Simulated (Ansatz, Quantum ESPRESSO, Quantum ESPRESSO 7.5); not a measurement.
# Ballistic transmission: Al chain with one bond drawn out by 1.5 Å

How well does the junction conduct in the ballistic limit? It is: Al chain with one bond drawn out by 1.5 Å.

Method: plane-wave DFT, PBEsol, GBRV ultrasoft pseudopotentials (cross-check by Ansatz 0.2.0 with PAW datasets), in Quantum ESPRESSO 7.5.

## 1. Starting point

The cell holds 12 atoms: 12 Al. Its edges and angles: a = 7.500 Å, b = 7.500 Å, c = 30.300 Å, α = 90.0°, β = 90.0°, γ = 90.0°. Regions: left lead, 6 atoms (6 Al); right lead, 6 atoms (6 Al). Vacuum lies along a and b. The structure is stacked along c, and the current runs across the ab planes.

## 2. Ground state

One periodic cell holds a stretch of lead, the junction and more lead; the atoms stay as built.

Contents of scf.in:

```
&control
  prefix = 'scf'
  outdir = './out'
  pseudo_dir = './pseudo'
  calculation = 'scf'
  tprnfor = .true.
/
&system
  ibrav = 0
  nat = 12
  ntyp = 1
  ecutwfc = 34
  ecutrho = 170
  occupations = 'smearing'
  smearing = 'mv'
  degauss = 0.01
/
&electrons
  conv_thr = 1e-07
  mixing_beta = 0.25
  electron_maxstep = 120
  mixing_mode = 'local-TF'
/
ATOMIC_SPECIES
  Al  26.9815  al_pbesol_v1.uspp.F.UPF
CELL_PARAMETERS angstrom
  7.50000000000000 0.00000000000000 0.00000000000000
  0.00000000000000 7.50000000000000 0.00000000000000
  0.00000000000000 0.00000000000000 30.30000000000000
ATOMIC_POSITIONS crystal
  Al  0.500000000000 0.500000000000 0.000000000000
  Al  0.500000000000 0.500000000000 0.079207920792
  Al  0.500000000000 0.500000000000 0.158415841584
  Al  0.500000000000 0.500000000000 0.237623762376
  Al  0.500000000000 0.500000000000 0.316831683168
  Al  0.500000000000 0.500000000000 0.396039603960
  Al  0.500000000000 0.500000000000 0.524752475248
  Al  0.500000000000 0.500000000000 0.603960396040
  Al  0.500000000000 0.500000000000 0.683168316832
  Al  0.500000000000 0.500000000000 0.762376237624
  Al  0.500000000000 0.500000000000 0.841584158416
  Al  0.500000000000 0.500000000000 0.920792079208
K_POINTS automatic
  1 1 3 0 0 0
```

Started as:

```sh
$ OMP_NUM_THREADS=1 mpirun -n 2 pw.x -nk 1 -in scf.in > scf.out
```

The program printed:

```text
Program PWSCF v.7.5 starts
[citation notice left out]

     Parallel version (MPI & OpenMP), running on       2 processor cores
     Number of MPI processes:                 2
     Threads/MPI process:                     1

     MPI processes distributed on     1 nodes
[...]
Current dimensions of program PWSCF are:
     Max number of different atomic species (ntypx) = 10
     Max number of k-points (npk) =  40000
     Max angular momentum in pseudopotentials (lmaxx) =  4
     Message from routine setup:
     using ibrav=0 with symmetry is DISCOURAGED, use correct ibrav instead

     R & G space division:  proc/nbgrp/npool/nimage =       2
     Subspace diagonalization in iterative solution of the eigenvalue problem:
     a serial algorithm will be used

     Parallelization info
     --------------------
     sticks:   dense  smooth     PW     G-vecs:    dense   smooth      PW
     Min        1354    1088    276               215254   154014   19646
     Max        1355    1089    277               215275   154023   19653
     Sum        2709    2177    553               430529   308037   39299

     Using Slab Decomposition

     bravais-lattice index     =            0
     lattice parameter (alat)  =      14.1729  a.u.
     unit-cell volume          =   11501.6926 (a.u.)^3
     number of atoms/cell      =           12
     number of atomic types    =            1
     number of electrons       =        36.00
     number of Kohn-Sham states=           22
     kinetic-energy cutoff     =      34.0000  Ry
     charge density cutoff     =     170.0000  Ry
     scf convergence threshold =      1.0E-07
     mixing beta               =       0.2500
     number of iterations used =            8  local-TF  mixing
     Exchange-correlation= SLA  PW   PSX  PSC
                           (   1   4  10   8   0   0   0)

     celldm(1)=  14.172946  celldm(2)=   0.000000  celldm(3)=   0.000000
     celldm(4)=   0.000000  celldm(5)=   0.000000  celldm(6)=   0.000000

     crystal axes: (cart. coord. in units of alat)
               a(1) = (   1.000000   0.000000   0.000000 )
               a(2) = (   0.000000   1.000000   0.000000 )
               a(3) = (   0.000000   0.000000   4.040000 )

     reciprocal axes: (cart. coord. in units 2 pi/alat)
               b(1) = (  1.000000  0.000000  0.000000 )
               b(2) = (  0.000000  1.000000  0.000000 )
               b(3) = (  0.000000  0.000000  0.247525 )

     PseudoPot. # 1 for Al read from file:
     ./pseudo/al_pbesol_v1.uspp.F.UPF
     Pseudo is Ultrasoft + core correction, Zval =  3.0
     Generated by new atomic code, or converted to UPF format
     Using radial grid of  893 points,  3 beta functions with:
                l(1) =   0
                l(2) =   1
                l(3) =   2
     Q(r) pseudized with  8 coefficients,  rinner =    0.900   0.900   0.900
                                                       0.900   0.900

     atomic species   valence    mass     pseudopotential
     Al                3.00    26.98150     Al( 1.00)

      8 Sym. Ops. (no inversion) found

   Cartesian axes

     site n.     atom                  positions (alat units)
         1        Al     tau(   1) = (   0.5000000   0.5000000   0.0000000  )
         2        Al     tau(   2) = (   0.5000000   0.5000000   0.3200000  )
         3        Al     tau(   3) = (   0.5000000   0.5000000   0.6400000  )
         4        Al     tau(   4) = (   0.5000000   0.5000000   0.9600000  )
         5        Al     tau(   5) = (   0.5000000   0.5000000   1.2800000  )
         6        Al     tau(   6) = (   0.5000000   0.5000000   1.6000000  )
         7        Al     tau(   7) = (   0.5000000   0.5000000   2.1200000  )
         8        Al     tau(   8) = (   0.5000000   0.5000000   2.4400000  )
         9        Al     tau(   9) = (   0.5000000   0.5000000   2.7600000  )
        10        Al     tau(  10) = (   0.5000000   0.5000000   3.0800000  )
        11        Al     tau(  11) = (   0.5000000   0.5000000   3.4000000  )
        12        Al     tau(  12) = (   0.5000000   0.5000000   3.7200000  )

     number of k points=     2  Marzari-Vanderbilt smearing, width (Ry)=  0.0100
                       cart. coord. in units 2pi/alat
        k(    1) = (   0.0000000   0.0000000   0.0000000), wk =   0.6666667
        k(    2) = (   0.0000000   0.0000000   0.0825083), wk =   1.3333333

     Dense  grid:   430529 G-vectors     FFT dimensions: (  60,  60, 240)

     Smooth grid:   308037 G-vectors     FFT dimensions: (  54,  54, 216)

     Estimated max dynamical RAM per process >     480.51 MB

     Estimated total dynamical RAM >     961.03 MB

     Initial potential from superposition of free atoms

     starting charge      35.9718, renormalised to      36.0000

     negative rho (up, down):  1.581E-06 0.000E+00
     Starting wfcs are   48 randomized atomic wfcs

     total cpu time spent up to now is        1.7 secs

     per-process dynamical memory:   129.2 Mb

     Self-consistent Calculation

     iteration #  1     ecut=    34.00 Ry     beta= 0.25
     Davidson diagonalization with overlap
     ethr =  1.00E-02,  avg # of iterations =  2.0

     negative rho (up, down):  4.168E-08 0.000E+00

     total cpu time spent up to now is        4.9 secs

     total energy              =     -78.02636904 Ry
     estimated scf accuracy    <       0.68896918 Ry

     iteration #  2     ecut=    34.00 Ry     beta= 0.25
[...]
negative rho (up, down):  4.459E-07 0.000E+00

[...]
total energy              =     -77.95789256 Ry
     estimated scf accuracy    <       0.45883409 Ry

     iteration #  3     ecut=    34.00 Ry     beta= 0.25
[...]
negative rho (up, down):  1.222E-03 0.000E+00

[...]
total energy              =     -77.92809540 Ry
     estimated scf accuracy    <       0.12984992 Ry

     iteration #  4     ecut=    34.00 Ry     beta= 0.25
[...]
negative rho (up, down):  8.962E-04 0.000E+00

[...]
total energy              =     -77.94992192 Ry
     estimated scf accuracy    <       0.12956694 Ry

     iteration #  5     ecut=    34.00 Ry     beta= 0.25
[...]
negative rho (up, down):  8.898E-04 0.000E+00

[...]
total energy              =     -77.95120940 Ry
     estimated scf accuracy    <       0.11897665 Ry

     iteration #  6     ecut=    34.00 Ry     beta= 0.25
[...]
negative rho (up, down):  1.124E-03 0.000E+00

[...]
total energy              =     -77.95222947 Ry
     estimated scf accuracy    <       0.12527936 Ry

     iteration #  7     ecut=    34.00 Ry     beta= 0.25
[...]
negative rho (up, down):  9.394E-03 0.000E+00

[...]
total energy              =     -77.94136219 Ry
     estimated scf accuracy    <       0.15653488 Ry

     iteration #  8     ecut=    34.00 Ry     beta= 0.25
[...]
negative rho (up, down):  1.215E-02 0.000E+00

[...]
total energy              =     -77.95580877 Ry
     estimated scf accuracy    <       0.13757686 Ry

     iteration #  9     ecut=    34.00 Ry     beta= 0.25
[...]
negative rho (up, down):  1.134E-02 0.000E+00

[...]
total energy              =     -78.13338194 Ry
     estimated scf accuracy    <       2.09413625 Ry

     iteration # 10     ecut=    34.00 Ry     beta= 0.25
[...]
negative rho (up, down):  2.800E-03 0.000E+00

[...]
total energy              =     -78.07518877 Ry
     estimated scf accuracy    <       2.37291132 Ry

     iteration # 11     ecut=    34.00 Ry     beta= 0.25
[...]
negative rho (up, down):  1.695E-04 0.000E+00

[...]
total energy              =     -77.93940196 Ry
     estimated scf accuracy    <       1.98710106 Ry

     iteration # 12     ecut=    34.00 Ry     beta= 0.25
[...]
negative rho (up, down):  3.947E-04 0.000E+00

[...]
total energy              =     -77.98033515 Ry
     estimated scf accuracy    <       0.73366916 Ry

[... 31 further iterations ...]
     iteration # 44     ecut=    34.00 Ry     beta= 0.25
[...]
negative rho (up, down):  3.897E-05 0.000E+00

[...]
total energy              =     -77.94040332 Ry
     estimated scf accuracy    <       0.00001076 Ry

     iteration # 45     ecut=    34.00 Ry     beta= 0.25
[...]
negative rho (up, down):  2.844E-05 0.000E+00

[...]
total energy              =     -77.94040229 Ry
     estimated scf accuracy    <       0.00000589 Ry

     iteration # 46     ecut=    34.00 Ry     beta= 0.25
[...]
negative rho (up, down):  2.294E-05 0.000E+00

[...]
total energy              =     -77.94040258 Ry
     estimated scf accuracy    <       0.00003664 Ry

     iteration # 47     ecut=    34.00 Ry     beta= 0.25
[...]
negative rho (up, down):  2.257E-05 0.000E+00

[...]
total energy              =     -77.94040361 Ry
     estimated scf accuracy    <       0.00000307 Ry

     iteration # 48     ecut=    34.00 Ry     beta= 0.25
[...]
negative rho (up, down):  2.285E-05 0.000E+00

[...]
total energy              =     -77.94040426 Ry
     estimated scf accuracy    <       0.00000054 Ry

     iteration # 49     ecut=    34.00 Ry     beta= 0.25
[...]
negative rho (up, down):  2.246E-05 0.000E+00

[...]
total energy              =     -77.94040440 Ry
     estimated scf accuracy    <       0.00000204 Ry

     iteration # 50     ecut=    34.00 Ry     beta= 0.25
[...]
negative rho (up, down):  2.174E-05 0.000E+00

[...]
total energy              =     -77.94040416 Ry
     estimated scf accuracy    <       0.00000216 Ry

     iteration # 51     ecut=    34.00 Ry     beta= 0.25
[...]
negative rho (up, down):  2.183E-05 0.000E+00

[...]
total energy              =     -77.94040422 Ry
     estimated scf accuracy    <       0.00000045 Ry

     iteration # 52     ecut=    34.00 Ry     beta= 0.25
[...]
negative rho (up, down):  2.243E-05 0.000E+00

[...]
total energy              =     -77.94040419 Ry
     estimated scf accuracy    <       0.00000025 Ry

     iteration # 53     ecut=    34.00 Ry     beta= 0.25
[...]
negative rho (up, down):  2.262E-05 0.000E+00

[...]
End of self-consistent calculation

          k = 0.0000 0.0000 0.0000 ( 38483 PWs)   bands (ev):

    -8.9227  -8.7731  -8.6134  -8.3589  -8.0450  -7.5525  -7.0893  -6.4084
    -5.8599  -5.0032  -4.4866  -3.5332  -2.9152  -2.9152  -2.7764  -2.7764
    -2.6909  -2.6539  -2.6539  -2.3810  -2.3810  -2.1080

          k = 0.0000 0.0000 0.0825 ( 38486 PWs)   bands (ev):

    -8.9215  -8.7804  -8.5957  -8.3847  -8.0144  -7.5923  -7.0365  -6.4815
    -5.7613  -5.1390  -4.3354  -3.6586  -2.9124  -2.9124  -2.7925  -2.7925
    -2.6201  -2.6201  -2.5962  -2.4273  -2.4273  -2.0523

     the Fermi energy is    -2.5936 ev

!    total energy              =     -77.94040414 Ry
     estimated scf accuracy    <       0.00000009 Ry
     smearing contrib. (-TS)   =       0.00023515 Ry
     internal energy E=F+TS    =     -77.94063929 Ry

     The total energy is F=E-TS. E is the sum of the following terms:
     one-electron contribution =     -40.97902037 Ry
     hartree contribution      =      24.79661909 Ry
     xc contribution           =     -48.20661583 Ry
     ewald contribution        =     -13.55162219 Ry

     convergence has been achieved in  53 iterations

     negative rho (up, down):  2.262E-05 0.000E+00

     Forces acting on atoms (cartesian axes, Ry/au):

     atom    1 type  1   force =     0.00000000    0.00000000   -0.00188742
     atom    2 type  1   force =     0.00000000    0.00000000   -0.00268710
     atom    3 type  1   force =     0.00000000    0.00000000   -0.00003464
     atom    4 type  1   force =     0.00000000    0.00000000   -0.00202877
     atom    5 type  1   force =     0.00000000    0.00000000   -0.03760076
     atom    6 type  1   force =     0.00000000    0.00000000    0.06379176
     atom    7 type  1   force =     0.00000000    0.00000000   -0.06379093
     atom    8 type  1   force =     0.00000000    0.00000000    0.03759838
     atom    9 type  1   force =     0.00000000    0.00000000    0.00202290
     atom   10 type  1   force =     0.00000000    0.00000000    0.00003964
     atom   11 type  1   force =     0.00000000    0.00000000    0.00269317
     atom   12 type  1   force =     0.00000000    0.00000000    0.00188376

     Total force =     0.104861     Total SCF correction =     0.000208

[...]
=------------------------------------------------------------------------------=
   JOB DONE.
=------------------------------------------------------------------------------=
```

Elapsed: 2.5 min, on 2 MPI ranks of Arm Neoverse V2, shared host; peak memory 0.93 GiB; 5 min of CPU time.

This step gave:

| Item | Value |
| --- | --- |
| free energy | -1060.4332 eV |
| Fermi energy | -2.594 eV |

The program's own clock; routines nest. Time by routine:

```tsv
routine	wall time (s)	calls
PWSCF	149.3	1
electrons	146.6	1
c_bands	59.08	53
cegterg	56.99	106
h_psi	46.85	384
fftw	43.44	13298
mix_rho	42.74	53
vloc_psi	38.33	384
ffts	26.47	5565
sum_band	24.39	53
newd	12.99	54
v_of_rho	7.11	54
calbec	5.99	498
add_vuspsi	4.24	384
```

The run needed 53 iterations to bring the estimated error under 1e-07 Ry; the largest force on any atom, held or free, is 1.64 eV/Å.

(Continued in part 2 of 4.)

[Logs are printed without paths, hosts, clocks, repeated set-up lines and the standing remarks that a program may print on its own settings, such as how far it seeks lower states.]

[Hosts, paths, dates, database ids (printed as entryN), source tags and the programs' standing remarks are cut or masked in the printed files.]

[Maps of the electrostatic potential energy from Ansatz leave out the sawtooth potential of an applied field or a dipole correction, so their vacuum need not be flat; planar profiles and work functions include it.]
